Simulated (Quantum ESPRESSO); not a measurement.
# Core-hole calculation of the O K edge in TaAgO3 (R3c), part 2 of 4

Aim: the near-edge shape at the O K edge of TaAgO3 (R3c), and what the core hole does to it.

Quantum ESPRESSO 7.5; X-ray absorption near-edge structure, plane-wave PAW LDA, one-electron final states by a Lanczos continued fraction.

So far. Step 2 (Ground state of the crystal): The mesh shows a gap of 1.95 eV, so the hole is first treated in a charged cell, without the excited electron. Step 3 (Spectrum without a core hole, O atom 5): Main maxima below 24 eV (height): 2.5 eV (1.86), 3.3 eV (1.91), 8.5 eV (1.83), 12.1 eV (1.68) and 20.9 eV (0.91). A K edge sees empty p states; the first features are O p mixed into the empty d states of the Ta neighbours, and the broad ones above probably into the cations' higher empty bands.

## (6) The atom with a core hole

Level of this step: all-electron atom with a core hole and its PAW potential, LDA, scalar-relativistic (Quantum ESPRESSO).

The final state has one core electron fewer, so a PAW data set is made for an atom with that hole.

Contents of O.lda-n-kjpaw-1sch.ld1.in:

```
&input
   title='O', zed=8., rel=1, iswitch=3, dft='PZ',
   config='1s1 2s2 2p5'
/
&inputp
   file_pseudopw='O.lda-n-kjpaw-1sch.UPF', author='',
   lpaw=.true.,
   pseudotype=3,
   lloc=-1,
   rcloc=1.1,
   which_augfun='PSQ',
   rmatch_augfun_nc=.true.,
   nlcc=.true.,
   new_core_ps=.true.,
   rcore=0.7,
   tm=.true.,
   zval=7,
   lgipaw_reconstruction=.true., use_paw_as_gipaw=.true.
/
4
2S  1  0  2.00  0.00  1.00  1.30  0.0
2S  1  0  0.00  1.00  1.00  1.30  0.0
2P  2  1  5.00  0.00  0.90  1.35  0.0
2P  2  1  0.00  0.05  0.90  1.35  0.0
```

On the command line:

```bash
ld1.x < O.lda-n-kjpaw-1sch.ld1.in > O.lda-n-kjpaw-1sch.ld1.out
```

The log of the run:

```text
     [... banner and references ...]
PAW data will be used for GIPAW calculation
     --------------------------- All-electron run ----------------------------

     O
     scalar relativistic calculation

     atomic number is  8.00
     dft =PZ   lsd =0 sic =0 latt =0  beta=0.20 tr2=1.0E-14
     Exchange-correlation= PZ
                           (   1   1   0   0   0   0   0)
     mesh =1095 r(mesh) =  99.04343 a.u. xmin = -7.00 dx = 0.01250
     1 Ry =  13.60569312 eV, c = 137.03599908

     n l     nl                  e(Ry)          e(Ha)          e(eV)
     1 0     1S 1( 1.00)       -41.9355       -20.9678      -570.5619
     2 0     2S 1( 2.00)        -1.9275        -0.9637       -26.2246
     2 1     2P 1( 5.00)        -0.8665        -0.4332       -11.7888

     final scf error:  4.0E-15 reached in  24 iterations

     Etot =    -110.050736 Ry,     -55.025368 Ha,   -1497.316544 eV

     Ekin =     109.503055 Ry,      54.751527 Ha,    1489.864957 eV
     Encl =    -270.735536 Ry,    -135.367768 Ha,   -3683.544616 eV
     Eh   =      63.959833 Ry,      31.979916 Ha,     870.217855 eV
     Exc  =     -12.778088 Ry,      -6.389044 Ha,    -173.854739 eV

     normalization and overlap integrals

     s(1S/1S) =  1.000000  <r> =   0.1934  <r2> =    0.0503  r(max) =   0.1266
     s(1S/2S) = -0.000240
     s(2S/2S) =  1.000000  <r> =   1.0741  <r2> =    1.4086  r(max) =   0.8151
     s(2P/2P) =  1.000000  <r> =   1.0981  <r2> =    1.6070  r(max) =   0.7104

     ------------------------ End of All-electron run ------------------------

     --------------------- Generating PAW atomic setup --------------------

      Generating local potential from pseudized AE potential:
      Matching radius rcloc =   1.1000

[...]
(   1   1   0   0   0   0   0)
     mesh =1095 r(mesh) =  99.04343 a.u. xmin = -7.00 dx = 0.01250
     1 Ry =  13.60569312 eV, c = 137.03599908

     n l     nl                  e(Ry)          e(Ha)          e(eV)
[...]
final scf error:  4.0E-15 reached in  24 iterations

     Etot =    -110.050736 Ry,     -55.025368 Ha,   -1497.316544 eV

     Ekin =     109.503055 Ry,      54.751527 Ha,    1489.864957 eV
     Encl =    -270.735536 Ry,    -135.367768 Ha,   -3683.544616 eV
     Eh   =      63.959833 Ry,      31.979916 Ha,     870.217855 eV
     Exc  =     -12.778088 Ry,      -6.389044 Ha,    -173.854739 eV

     normalization and overlap integrals

     s(1S/1S) =  1.000000  <r> =   0.1934  <r2> =    0.0503  r(max) =   0.1266
     s(1S/2S) = -0.000240
     s(2S/2S) =  1.000000  <r> =   1.0741  <r2> =    1.4086  r(max) =   0.8151
     s(2P/2P) =  1.000000  <r> =   1.0981  <r2> =    1.6070  r(max) =   0.7104

     ------------------------ End of All-electron run ------------------------

     ---------------------- Testing the pseudopotential ----------------------

     O
     scalar relativistic calculation

     atomic number is  8.00   valence charge is  7.00
     dft = SLA  PZ   NOGX NOGC   lsd =0 sic =0 latt =0  beta=0.20 tr2=1.0E-14
     mesh =1095 r(mesh) =  99.04343 xmin = -7.00 dx = 0.01250

     n l     nl             e AE (Ry)        e PS (Ry)    De AE-PS (Ry)
     1 0     2S   1( 2.00)       -1.92747       -1.92748        0.00000
     2 1     2P   1( 5.00)       -0.86646       -0.86647        0.00001

     eps = 5.9E-18  iter =  4

     Etot =    -110.050736 Ry,     -55.025368 Ha,   -1497.316544 eV
     Etotps =   -50.907907 Ry,     -25.453954 Ha,    -692.637362 eV

     Ekin =      48.297585 Ry,      24.148792 Ha,     657.122117 eV
     Encl =    -128.150435 Ry,     -64.075217 Ha,   -1743.575486 eV
     Ehrt =      41.723026 Ry,      20.861513 Ha,     567.670689 eV
     Ecxc =     -12.778083 Ry,      -6.389042 Ha,    -173.854681 eV
     (Ecc =      -0.066544 Ry,      -0.033272 Ha,      -0.905381 eV)

     ---------------------- End of pseudopotential test ----------------------
```

Run time: 0.82 s. Hardware: 1 MPI rank of AMD EPYC 9R14 (Zen 4), shared host; peak memory 0.13 GiB.

Removing the core electron and adding it to the valence shell costs the free atom 530.6 eV.

## (7) Cell with FCH, O atom 5

The holes are 5.5 Å apart. The excited electron is left out and a uniform background balances the charge.

Contents of scf.in:

```
&control
   calculation='scf', prefix='x', pseudo_dir='../pp', outdir='tmp', tprnfor=.true.
/
&system
   ibrav=0, nat=10, ntyp=4, nbnd=46
   ecutwfc=50, ecutrho=360
   occupations='fixed'
   tot_charge=1
/
&electrons
   conv_thr=1.0e-07, electron_maxstep=120
   mixing_beta=0.5
/
ATOMIC_SPECIES
Ta 1.0 Ta.lda-spn-kjpaw.UPF
Ag 1.0 Ag.lda-n-kjpaw.UPF
O0 1.0 O.lda-n-kjpaw-1sch.UPF
O 1.0 O.lda-n-kjpaw.UPF
CELL_PARAMETERS angstrom
  5.52810000 0.00000000 0.00000000
  -2.76405000 -4.78747503 0.00000000
  0.00000000 3.19165002 -4.57196667
ATOMIC_POSITIONS crystal
Ta   0.50000000 0.00000000 0.50000000
Ta   0.00000000 0.00000000 0.00000000
Ag   0.74920000 0.49840000 0.24760000
Ag   0.24920000 0.49840000 0.74760000
O0   0.31080000 0.05210000 0.25300000
O    0.20090000 0.51170000 0.25300000
O    0.74130000 0.94220000 0.25300000
O    0.70090000 0.94220000 0.75300000
O    0.24130000 0.05210000 0.75300000
O    0.81080000 0.51170000 0.75300000
K_POINTS automatic
5 5 5 0 0 0
```

On the command line:

```bash
OMP_NUM_THREADS=1 mpirun --oversubscribe --bind-to none -np 4 pw.x -nk 4 -in scf.in > scf.out
```

The log of the run:

```text
     [... banner and references ...]
[banner, memory and clock lines left out]
G-vector sticks info

     bravais-lattice index     =            0
     lattice parameter (alat)  =      10.4466  a.u.
     unit-cell volume          =     816.5487 (a.u.)^3
     number of atoms/cell      =           10
     number of atomic types    =            4
     number of electrons       =        84.00
     number of Kohn-Sham states=           46
     kinetic-energy cutoff     =      50.0000  Ry
     charge density cutoff     =     360.0000  Ry
     scf convergence threshold =      1.0E-07
     mixing beta               =       0.5000
     number of iterations used =            8  plain     mixing
     Exchange-correlation= SLA  PZ   NOGX NOGC
                           (   1   1   0   0   0   0   0)

     celldm(1)=  10.446595  celldm(2)=   0.000000  celldm(3)=   0.000000
     celldm(4)=   0.000000  celldm(5)=   0.000000  celldm(6)=   0.000000

     crystal axes: (cart. coord. in units of alat)
               a(1) = (   1.000000   0.000000   0.000000 )
               a(2) = (  -0.500000  -0.866025   0.000000 )
               a(3) = (   0.000000   0.577350  -0.827041 )

     reciprocal axes: (cart. coord. in units 2 pi/alat)
               b(1) = (  1.000000 -0.577350 -0.403043 )
               b(2) = (  0.000000 -1.154701 -0.806086 )
               b(3) = (  0.000000 -0.000000 -1.209130 )

     PseudoPot. #1 for Ta:     Pseudo is Projector augmented-wave + core cor, Zval = 13.0

     PseudoPot. #2 for Ag:     Pseudo is Projector augmented-wave + core cor, Zval = 11.0

     ../pp/O.lda-n-kjpaw-1sch.UPF
     Pseudo is Projector augmented-wave + core cor, Zval =  7.0
[...]
total energy              =   -2364.87324278 Ry
     estimated scf accuracy    <       0.00000022 Ry

     iteration # 15     ecut=    50.00 Ry     beta= 0.50
     Davidson diagonalization with overlap
     ethr =  2.60E-10,  avg # of iterations =  2.0

     End of self-consistent calculation

          k = 0.0000-0.0000-0.0000 (  4927 PWs)   bands (ev):

   -58.3852 -58.2748 -25.0958 -24.9140 -24.8423 -24.8421 -24.7184 -24.7152
   -11.5046  -7.8201  -7.1937  -6.6816  -6.2003  -6.1970   1.1112   2.5539
     2.6690   3.9704   3.9769   4.6096   5.5852   5.7206   5.9002   7.0105
     7.1440   7.6145   7.8557   7.9693   7.9962   8.0873   8.3351   8.3705
     8.5162   8.5467   8.6962   8.8225   8.8737   9.0159   9.1252   9.3891
     9.5320   9.7984  11.8441  11.8993  11.9785  12.0672

     [... bands of 62 further k-points ...]

     highest occupied, lowest unoccupied level (ev):    10.0026   11.7018

!    total energy              =   -2364.87324280 Ry
     total all-electron energy =    -84487.999356 Ry
     estimated scf accuracy    <       0.00000001 Ry

     The total energy is the sum of the following terms:
     one-electron contribution =    -104.40868342 Ry
     hartree contribution      =     121.46780915 Ry
     xc contribution           =    -170.05102608 Ry
     ewald contribution        =    -485.26007488 Ry
     one-center paw contrib.   =   -1726.62126757 Ry

     convergence has been achieved in  15 iterations

     Forces acting on atoms (cartesian axes, Ry/au):

     atom    1 type  1   force =     0.10863022    0.09605260   -0.10366670
     atom    2 type  1   force =    -0.11501043   -0.03939315    0.08217766
     atom    3 type  2   force =     0.01106543   -0.01970892    0.00125074
[...]
atom    9 type  4   force =     0.02561431   -0.02050886    0.00041468
     atom   10 type  4   force =     0.00405532    0.02347463    0.00647570

     Total force =     0.241430     Total SCF correction =     0.000069

     XML data file, charge density, pseudopotentials, collected wavefunctions
```

The job ended after 96 s (4 MPI ranks; peak memory 0.25 GiB; 6.4 min of CPU time).

Energy with the hole: -1149517.792 eV, cores included.

(Continued in part 3 of 4.)

[Banner, clock and machine lines of the logs are left out without a mark of their own.]

[Logs are printed without paths, hosts, clocks, repeated set-up lines and the standing remarks that a program may print on its own settings, such as how far it seeks lower states.]

[Hosts, paths, dates, database ids (printed as entryN), source tags and the programs' standing remarks are cut or masked in the printed files.]

[Lists of maxima count a maximum above −3 eV only where it reaches 4 % of the highest in the window and stands out from its surroundings by 2 % of it (1.5 % where it reaches 55 %); shoulders and weaker maxima are passed over, and of the rest the first, up to two pre-edge ones and the few strongest are named.]
